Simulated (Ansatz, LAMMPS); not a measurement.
# Glassy 57SiO2-36ZnO-7P2O5 (mol %) (128 atoms) under strain, part 3 of 4

How stiff is glassy 57SiO2-36ZnO-7P2O5 (mol %) (128 atoms), and how do its levels respond to strain?

Ansatz 0.2.0; Kohn-Sham DFT, revPBE, PAW (set soft_2), plane waves.

The cell: 25 Si, 16 Zn, 6 P and 81 O. The quench rate of 25 K/ps is orders of magnitude faster than experiment. The starting topology of bonds comes from the classical model. Sampling is at Γ alone.

So far. Step 7 (Volume -6 %): The relaxation converged after 18 steps, 2.29 eV below its start, with a largest force component of 0.028 eV/Å. Step 7 (Volume -6 %): Volume -6 %: the energy stands 1.02 eV above that of the reference, at a pressure of 3.48 GPa.

**8. Volume +6 %**

The relaxed cell is scaled to another volume.

The input, input.yaml:

```yaml
crystal:
  lattice:
    - [12.63481, -0.31694, 0.04499]
    - [-0.31694, 12.33574, -0.00448]
    - [0.04499, -0.00448, 12.31871]
  atoms:
    [... the 128 atom lines of step 4 ...]
kpoints:
  mp_grid: { grid: [1, 1, 1] }
hamiltonian:
  xc: revpbe
scf:
  occupations: { method: fixed }
output:
  forces: true
  eigenvalues: true
  stress: true
relax:
  f_tol: 0.05
  max_steps: 70
```

Run with:

```
ansatz run input.yaml --threads 4 --pin off --max-ram 8192MiB --backend cpu --events-out ev --progress --plain --runs-dir out
```

Log:

```text
[...]
Crystal: 128 atoms, lattice volume = 1918.728 Å³
Basis set: ecut = 420 eV, 37509 PW (Γ), exchange–correlation on 180×180×180 points (8 copies of the dense FFT grid, shifted against one another)
Bands: 532, of which v1, the nominal top of the filled ones, is band 404 counted from 1 (403 counted from 0)
Symmetry: 1 space group operations
[...]
k-points: 1
[...]
SCF iter   1: F=—  HF=-119817.887501 eV  |F-HF|=—  |Δ(HF+E_count)|=         —  Δρ=3.81e-3  dr2=2.93e-1  ethr=1.77e-3  ⟨swp⟩=5.0  Hψ=2074  notcnv=0  defer=124
[...]
SCF iter   6: F=—  HF=-119817.841280 eV  |F-HF|=—  |Δ(HF+E_count)|=   4.06e-4  Δρ=8.21e-5  dr2=1.10e-4  ethr=7.09e-8  ⟨swp⟩=3.0  Hψ=892  notcnv=0  defer=126
SCF iter   7: F=-119817.841288 eV  HF=-119817.841284 eV  |F-HF|=3.54e-6  |Δ(HF+E_count)|=   3.56e-6  Δρ=2.47e-5  dr2=1.27e-5  ethr=7.74e-9  ⟨swp⟩=16.0  Hψ=4093  notcnv=0
SCF 1 converged in 7 iterations: F = -119817.841288 eV  dr2 = 1.27e-5
[...]
relax step   1: F+E_penalty+E_count = -119817.84128750 eV  Δ(F+E_penalty+E_count) = +0.000e0 eV  max|allowed force component| = 1.087e0 eV/Å  Δτ_max = 0.0000 Å  (7 SCF iters, dr2 threshold 6.25e-5 eV, accepted)
[...]
relax step   2: F+E_penalty+E_count = -119818.77691240 eV  Δ(F+E_penalty+E_count) = -9.356e-1 eV  max|allowed force component| = 6.326e-1 eV/Å  Δτ_max = 0.0664 Å  (7 SCF iters, dr2 threshold 7.39e-5 eV, accepted)
[...]
relax step   3: F+E_penalty+E_count = -119819.36175258 eV  Δ(F+E_penalty+E_count) = -5.848e-1 eV  max|allowed force component| = 2.871e-1 eV/Å  Δτ_max = 0.1122 Å  (8 SCF iters, dr2 threshold 2.50e-5 eV, accepted)
relax step   4: F+E_penalty+E_count = -119819.47820828 eV  Δ(F+E_penalty+E_count) = -1.165e-1 eV  max|allowed force component| = 3.181e-1 eV/Å  Δτ_max = 0.2000 Å  (8 SCF iters, dr2 threshold 1.70e-5 eV, accepted)
relax step   5: F+E_penalty+E_count = -119819.51407138 eV  Δ(F+E_penalty+E_count) = -3.586e-2 eV  max|allowed force component| = 1.492e-1 eV/Å  Δτ_max = 0.0516 Å  (6 SCF iters, dr2 threshold 2.08e-5 eV, accepted)
relax step   6: F+E_penalty+E_count = -119819.51453253 eV  Δ(F+E_penalty+E_count) = -4.612e-4 eV  max|allowed force component| = 2.355e-1 eV/Å  Δτ_max = 0.2000 Å  (8 SCF iters, dr2 threshold 4.90e-6 eV, accepted)
relax step   7: F+E_penalty+E_count = -119819.56022872 eV  Δ(F+E_penalty+E_count) = -4.570e-2 eV  max|allowed force component| = 9.547e-2 eV/Å  Δτ_max = 0.0952 Å  (7 SCF iters, dr2 threshold 1.22e-5 eV, accepted)
relax step   8: F+E_penalty+E_count = -119819.58161661 eV  Δ(F+E_penalty+E_count) = -2.139e-2 eV  max|allowed force component| = 1.700e-1 eV/Å  Δτ_max = 0.2000 Å  (11 SCF iters, accepted)
relax step   9: F+E_penalty+E_count = -119819.59936901 eV  Δ(F+E_penalty+E_count) = -1.775e-2 eV  max|allowed force component| = 1.864e-1 eV/Å  Δτ_max = 0.0766 Å  (7 SCF iters, dr2 threshold 4.75e-6 eV, accepted)
relax step  10: F+E_penalty+E_count = -119819.62438284 eV  Δ(F+E_penalty+E_count) = -2.501e-2 eV  max|allowed force component| = 2.023e-1 eV/Å  Δτ_max = 0.1521 Å  (7 SCF iters, dr2 threshold 3.47e-5 eV, accepted)
relax step  11: F+E_penalty+E_count = -119819.65993865 eV  Δ(F+E_penalty+E_count) = -3.556e-2 eV  max|allowed force component| = 2.607e-1 eV/Å  Δτ_max = 0.1947 Å  (7 SCF iters, dr2 threshold 4.09e-5 eV, accepted)
relax step  12: F+E_penalty+E_count = -119819.71167164 eV  Δ(F+E_penalty+E_count) = -5.173e-2 eV  max|allowed force component| = 2.568e-1 eV/Å  Δτ_max = 0.1948 Å  (7 SCF iters, dr2 threshold 6.80e-5 eV, accepted)
relax step  13: F+E_penalty+E_count = -119819.77160561 eV  Δ(F+E_penalty+E_count) = -5.993e-2 eV  max|allowed force component| = 2.639e-1 eV/Å  Δτ_max = 0.1722 Å  (7 SCF iters, dr2 threshold 6.40e-5 eV, accepted)
relax step  14: F+E_penalty+E_count = -119819.87265812 eV  Δ(F+E_penalty+E_count) = -1.011e-1 eV  max|allowed force component| = 1.914e-1 eV/Å  Δτ_max = 0.2000 Å  (6 SCF iters, dr2 threshold 6.76e-5 eV, accepted)
relax step  15: F+E_penalty+E_count = -119819.89526356 eV  Δ(F+E_penalty+E_count) = -2.261e-2 eV  max|allowed force component| = 2.537e-1 eV/Å  Δτ_max = 0.1267 Å  (7 SCF iters, dr2 threshold 1.93e-5 eV, accepted)
relax step  16: F+E_penalty+E_count = -119819.92118153 eV  Δ(F+E_penalty+E_count) = -2.592e-2 eV  max|allowed force component| = 1.946e-1 eV/Å  Δτ_max = 0.2000 Å  (8 SCF iters, dr2 threshold 3.39e-5 eV, accepted)
relax step  17: F+E_penalty+E_count = -119819.89486203 eV  Δ(F+E_penalty+E_count) = +2.632e-2 eV  max|allowed force component| = 4.258e-1 eV/Å  Δτ_max = 0.2000 Å  (8 SCF iters, dr2 threshold 2.23e-5 eV, rejected (line search))
relax step  18: F+E_penalty+E_count = -119819.96432564 eV  Δ(F+E_penalty+E_count) = -4.314e-2 eV  max|allowed force component| = 1.320e-1 eV/Å  Δτ_max = 0.0941 Å  (11 SCF iters, accepted)
relax step  19: F+E_penalty+E_count = -119819.95636070 eV  Δ(F+E_penalty+E_count) = +7.965e-3 eV  max|allowed force component| = 1.523e-1 eV/Å  Δτ_max = 0.1000 Å  (8 SCF iters, dr2 threshold 8.01e-6 eV, rejected (line search))
relax step  20: F+E_penalty+E_count = -119819.97293681 eV  Δ(F+E_penalty+E_count) = -8.611e-3 eV  max|allowed force component| = 6.578e-2 eV/Å  Δτ_max = 0.0492 Å  (10 SCF iters, accepted)
relax step  21: F+E_penalty+E_count = -119819.97498926 eV  Δ(F+E_penalty+E_count) = -2.052e-3 eV  max|allowed force component| = 8.704e-2 eV/Å  Δτ_max = 0.0500 Å  (9 SCF iters, accepted)
relax step  22: F+E_penalty+E_count = -119819.96646591 eV  Δ(F+E_penalty+E_count) = +8.523e-3 eV  max|allowed force component| = 1.486e-1 eV/Å  Δτ_max = 0.0750 Å  (9 SCF iters, rejected (line search))
[...]
relax step  23: F+E_penalty+E_count = -119819.97840960 eV  Δ(F+E_penalty+E_count) = -3.420e-3 eV  max|allowed force component| = 3.231e-2 eV/Å  Δτ_max = 0.0192 Å  (9 SCF iters, accepted)
SCF converged after 9 iterations
Free energy (F): -119819.978410 eV
[...]
Internal energy: -119819.978410 eV  (E = F + TS)
E sigma→0 (E₀):  -119819.978410 eV
Fermi energy:    2.657142 eV
[...]
Σ components = -119819.978410   (vs F -119819.978410, Δ=0.00e0)
--- Forces (eV/Å), atoms counted from 1 ---
  atom   1  Si    -0.00101224     0.00511131     0.00102363
  atom   2  Si    -0.00106867     0.00274366    -0.00306570
  atom   3  Si    -0.00354524     0.00089445    -0.00465156
  atom   4  Si     0.01297089     0.00968288     0.00413794
[...]
atom 128  O     -0.00234464    -0.02436237     0.00798632
  max |Σ_I F_I| component: 6.97e-5 eV/Å
--- Stress (GPa, compression-positive) ---
       -1.243029       0.517746       0.191269
        0.517745      -2.366322       0.147326
        0.191269       0.147326      -1.734152
  P = ⅓ Tr σ = -1.7812 GPa (-17.812 kbar)
--- Band table (eV) ---
[...]
--- Relaxed structure (23 steps of the walk, 20 accepted, 0 SCFs on fresh bases) ---
  F+E_penalty+E_count = -119819.97840960 eV   max|allowed force component| = 3.231e-2 eV/Å
  atoms:
    - { symbol: Si, position: [0.961494, 0.525744, 0.521759] }
    - { symbol: Si, position: [0.460897, 0.204253, 0.431579] }
    - { symbol: Si, position: [0.799806, 0.824613, 0.983413] }
    - { symbol: Si, position: [0.933390, 0.758951, 0.439934] }
[...]
- { symbol: O, position: [0.856926, 0.524036, 0.967727] }
```

It took 6.1 min on 4 threads of Intel Xeon 6975P-C (Granite Rapids), shared host; peak memory 3 GiB; 23 min of CPU time.

The relaxation converged after 23 steps, 2.14 eV below its start, with a largest force component of 0.032 eV/Å.

Volume +6 %: the energy stands 0.537 eV above that of the reference, at a pressure of -1.78 GPa.

**9. Volume -10 %**

The relaxed cell is scaled to another volume.

Input and log are left out; they have the form of those shown for this kind of step.

Wall time 3.6 min (4 threads of Intel Xeon 6975P-C (Granite Rapids), shared host); peak memory 2.6 GiB.

The relaxation converged after 16 steps, 6.71 eV below its start, with a largest force component of 0.035 eV/Å.

Volume -10 %: the energy stands 3.19 eV above that of the reference, at a pressure of 6.21 GPa.

**10. Stretched by 1 % along x**

The relaxed cell is strained along x alone, which gives the stiffness along x and its coupling to y and z.

input.yaml, the sections that differ from step 8:

```yaml
crystal:
  lattice:
    - [12.51569, -0.31084, 0.04412]
    - [-0.31395, 12.09846, -0.00439]
    - [0.04456, -0.00439, 12.08175]
  atoms:
    [... the 128 atom lines of step 4 ...]
# kpoints, hamiltonian, scf, output, relax: as in step 8
```

Log:

```text
[...]
Crystal: 128 atoms, lattice volume = 1828.223 Å³
Basis set: ecut = 420 eV, 35695 PW (Γ), exchange–correlation on 180×162×162 points (8 copies of the dense FFT grid, shifted against one another)
Bands: 532, of which v1, the nominal top of the filled ones, is band 404 counted from 1 (403 counted from 0)
Symmetry: 1 space group operations
[...]
k-points: 1
[...]
SCF iter   1: F=—  HF=-119820.396400 eV  |F-HF|=—  |Δ(HF+E_count)|=         —  Δρ=3.89e-3  dr2=2.77e-1  ethr=1.77e-3  ⟨swp⟩=5.0  Hψ=2060  notcnv=0  defer=125
[...]
SCF iter   7: F=-119820.360429 eV  HF=-119820.360431 eV  |F-HF|=2.27e-6  |Δ(HF+E_count)|=   8.01e-6  Δρ=2.95e-5  dr2=1.46e-5  ethr=7.74e-9  ⟨swp⟩=23.0  Hψ=3728  notcnv=0
SCF 1 converged in 7 iterations: F = -119820.360429 eV  dr2 = 1.46e-5
[...]
relax step   1: F+E_penalty+E_count = -119820.36042904 eV  Δ(F+E_penalty+E_count) = +0.000e0 eV  max|allowed force component| = 4.533e-1 eV/Å  Δτ_max = 0.0000 Å  (7 SCF iters, dr2 threshold 6.25e-5 eV, accepted)
[...]
relax step   2: F+E_penalty+E_count = -119820.41716839 eV  Δ(F+E_penalty+E_count) = -5.674e-2 eV  max|allowed force component| = 2.579e-1 eV/Å  Δτ_max = 0.0139 Å  (6 SCF iters, dr2 threshold 1.28e-5 eV, accepted)
[...]
relax step   3: F+E_penalty+E_count = -119820.45396037 eV  Δ(F+E_penalty+E_count) = -3.679e-2 eV  max|allowed force component| = 8.051e-2 eV/Å  Δτ_max = 0.0206 Å  (7 SCF iters, dr2 threshold 4.16e-6 eV, accepted)
relax step   4: F+E_penalty+E_count = -119820.32743231 eV  Δ(F+E_penalty+E_count) = +1.265e-1 eV  max|allowed force component| = 3.913e-1 eV/Å  Δτ_max = 0.1542 Å  (11 SCF iters, rejected (line search))
[...]
relax step   5: F+E_penalty+E_count = -119820.46117789 eV  Δ(F+E_penalty+E_count) = -7.218e-3 eV  max|allowed force component| = 4.586e-2 eV/Å  Δτ_max = 0.0279 Å  (11 SCF iters, accepted)
SCF converged after 11 iterations
Free energy (F): -119820.461178 eV
[...]
Internal energy: -119820.461178 eV  (E = F + TS)
E sigma→0 (E₀):  -119820.461178 eV
Fermi energy:    3.107217 eV
[...]
--- Forces (eV/Å), atoms counted from 1 ---
  atom   1  Si    -0.00372256     0.01975358    -0.01128883
  atom   2  Si     0.01259575    -0.01533197     0.00663298
  atom   3  Si    -0.00170154     0.01555596    -0.00126093
  atom   4  Si     0.00833620    -0.00302033    -0.00547354
  atom   5  Si     0.00687716    -0.01335237     0.00210366
  atom   6  Si     0.00304201    -0.01502497    -0.00083861
  atom   7  Si     0.00054413    -0.01686283    -0.02562911
  atom   8  Si    -0.00253279    -0.00806911    -0.00944444
  atom   9  Si    -0.02503123     0.00721371    -0.00558475
  atom  10  Si     0.01161020    -0.00279088    -0.00297959
  atom  11  Si     0.00348534     0.00322663     0.00572379
  atom  12  Si    -0.00175965     0.01709732     0.00862710
  atom  13  Si    -0.01082313    -0.01297291     0.00304015
  atom  14  Si     0.00430219     0.02018824     0.00424754
[...]
atom 127  O      0.00677503     0.00161716     0.00004192
  atom 128  O      0.00817287    -0.00385394     0.01439355
  max |Σ_I F_I| component: 1.51e-4 eV/Å
--- Stress (GPa, compression-positive) ---
       -0.904097      -0.047467       0.052000
       -0.047467      -0.383473      -0.033697
        0.052001      -0.033697      -0.327680
  P = ⅓ Tr σ = -0.5384 GPa (-5.384 kbar)
--- Band table (eV) ---
[...]
--- Relaxed structure (5 steps of the walk, 4 accepted, 0 SCFs on fresh bases) ---
  F+E_penalty+E_count = -119820.46117789 eV   max|allowed force component| = 4.586e-2 eV/Å
  atoms:
    - { symbol: Si, position: [0.951752, 0.531273, 0.518499] }
    - { symbol: Si, position: [0.450532, 0.196082, 0.423800] }
    - { symbol: Si, position: [0.797862, 0.832886, 0.981043] }
    - { symbol: Si, position: [0.934736, 0.778047, 0.443421] }
[...]
- { symbol: O, position: [0.840859, 0.511291, 0.967207] }
```

Wall time 82 s (4 threads); peak memory 2.8 GiB.

The relaxation converged after 5 steps, 0.101 eV below its start, with a largest force component of 0.046 eV/Å.

Stretched by 1 % along x: the energy stands 0.0539 eV above that of the reference, at a pressure of -0.538 GPa.

**11. Compressed by 1 % along x**

The relaxed cell is strained along x alone, which gives the stiffness along x and its coupling to y and z.

input.yaml, the sections that differ from step 10:

```yaml
crystal:
  lattice:
    - [12.26785, -0.31084, 0.04412]
    - [-0.30773, 12.09846, -0.00439]
    - [0.04368, -0.00439, 12.08175]
  atoms:
    [... the 128 atom lines of step 4 ...]
# kpoints, hamiltonian, scf, output, relax: as in step 10
```

Log:

```text
[...]
Crystal: 128 atoms, lattice volume = 1792.020 Å³
Basis set: ecut = 420 eV, 35045 PW (Γ), exchange–correlation on 180×162×162 points (8 copies of the dense FFT grid, shifted against one another)
Bands: 532, of which v1, the nominal top of the filled ones, is band 404 counted from 1 (403 counted from 0)
Symmetry: 1 space group operations
[...]
k-points: 1
[...]
SCF iter   1: F=—  HF=-119820.391922 eV  |F-HF|=—  |Δ(HF+E_count)|=         —  Δρ=3.91e-3  dr2=2.68e-1  ethr=1.77e-3  ⟨swp⟩=5.0  Hψ=2069  notcnv=0  defer=124
[...]
SCF iter   7: F=-119820.359129 eV  HF=-119820.359128 eV  |F-HF|=1.87e-7  |Δ(HF+E_count)|=   5.66e-6  Δρ=2.79e-5  dr2=1.30e-5  ethr=7.74e-9  ⟨swp⟩=19.0  Hψ=3687  notcnv=0
SCF 1 converged in 7 iterations: F = -119820.359129 eV  dr2 = 1.30e-5
[...]
relax step   1: F+E_penalty+E_count = -119820.35912856 eV  Δ(F+E_penalty+E_count) = +0.000e0 eV  max|allowed force component| = 4.892e-1 eV/Å  Δτ_max = 0.0000 Å  (7 SCF iters, dr2 threshold 6.25e-5 eV, accepted)
[...]
relax step   2: F+E_penalty+E_count = -119820.41694600 eV  Δ(F+E_penalty+E_count) = -5.782e-2 eV  max|allowed force component| = 2.677e-1 eV/Å  Δτ_max = 0.0141 Å  (6 SCF iters, dr2 threshold 1.50e-5 eV, accepted)
[...]
relax step   3: F+E_penalty+E_count = -119820.45304308 eV  Δ(F+E_penalty+E_count) = -3.610e-2 eV  max|allowed force component| = 8.300e-2 eV/Å  Δτ_max = 0.0194 Å  (7 SCF iters, dr2 threshold 4.48e-6 eV, accepted)
relax step   4: F+E_penalty+E_count = -119820.36421830 eV  Δ(F+E_penalty+E_count) = +8.882e-2 eV  max|allowed force component| = 4.657e-1 eV/Å  Δτ_max = 0.1233 Å  (11 SCF iters, rejected (line search))
[...]
relax step   5: F+E_penalty+E_count = -119820.45837286 eV  Δ(F+E_penalty+E_count) = -5.330e-3 eV  max|allowed force component| = 2.750e-2 eV/Å  Δτ_max = 0.0213 Å  (11 SCF iters, accepted)
SCF converged after 11 iterations
Free energy (F): -119820.458373 eV
[...]
Internal energy: -119820.458373 eV  (E = F + TS)
E sigma→0 (E₀):  -119820.458373 eV
Fermi energy:    3.312209 eV
[...]
--- Forces (eV/Å), atoms counted from 1 ---
  atom   1  Si     0.00424718    -0.01153023    -0.00279256
  atom   2  Si    -0.00746335     0.00083503    -0.00357139
  atom   3  Si     0.00759678    -0.01029015     0.00585437
  atom   4  Si    -0.01039154     0.00718121     0.00132957
  atom   5  Si    -0.00168944     0.01150354     0.00572812
  atom   6  Si    -0.00962482     0.01560212    -0.00016790
  atom   7  Si    -0.00517252     0.01205790     0.01078162
  atom   8  Si    -0.00250138     0.00077601     0.00645745
  atom   9  Si     0.00461864    -0.00443821     0.00093720
  atom  10  Si    -0.00419026     0.00201479     0.00129637
  atom  11  Si     0.00049404    -0.00097275    -0.00290144
  atom  12  Si    -0.00333171    -0.01227397    -0.00376445
  atom  13  Si     0.01140045     0.00667617    -0.00052693
  atom  14  Si    -0.00101521    -0.01246379    -0.00418172
[...]
atom 127  O      0.00325309     0.00351956    -0.00953343
  atom 128  O     -0.00367009     0.00071678    -0.01113100
  max |Σ_I F_I| component: 5.67e-5 eV/Å
--- Stress (GPa, compression-positive) ---
        1.058055       0.014372      -0.043098
        0.014372       0.426595       0.036586
       -0.043096       0.036586       0.368316
  P = ⅓ Tr σ = 0.6177 GPa (6.177 kbar)
--- Band table (eV) ---
[...]
--- Relaxed structure (5 steps of the walk, 4 accepted, 0 SCFs on fresh bases) ---
  F+E_penalty+E_count = -119820.45837286 eV   max|allowed force component| = 2.750e-2 eV/Å
  atoms:
    - { symbol: Si, position: [0.949750, 0.533920, 0.518707] }
    - { symbol: Si, position: [0.449485, 0.194651, 0.425474] }
    - { symbol: Si, position: [0.795101, 0.832987, 0.981001] }
    - { symbol: Si, position: [0.932625, 0.778937, 0.441204] }
[...]
- { symbol: O, position: [0.838927, 0.511409, 0.966510] }
```

It took 78 s on 4 threads; peak memory 2.8 GiB; 4.9 min of CPU time.

The relaxation converged after 5 steps, 0.0992 eV below its start, with a largest force component of 0.028 eV/Å.

Compressed by 1 % along x: the energy stands 0.0567 eV above that of the reference, at a pressure of 0.618 GPa.

[end of part 3 of 4]

[Long decimals in the printed logs are rounded to 6 places.]

[Logs are printed without paths, hosts, clocks, repeated set-up lines and the standing remarks that a program may print on its own settings, such as how far it seeks lower states.]

[Hosts, paths, dates, database ids (printed as entryN), source tags and the programs' standing remarks are cut or masked in the printed files.]
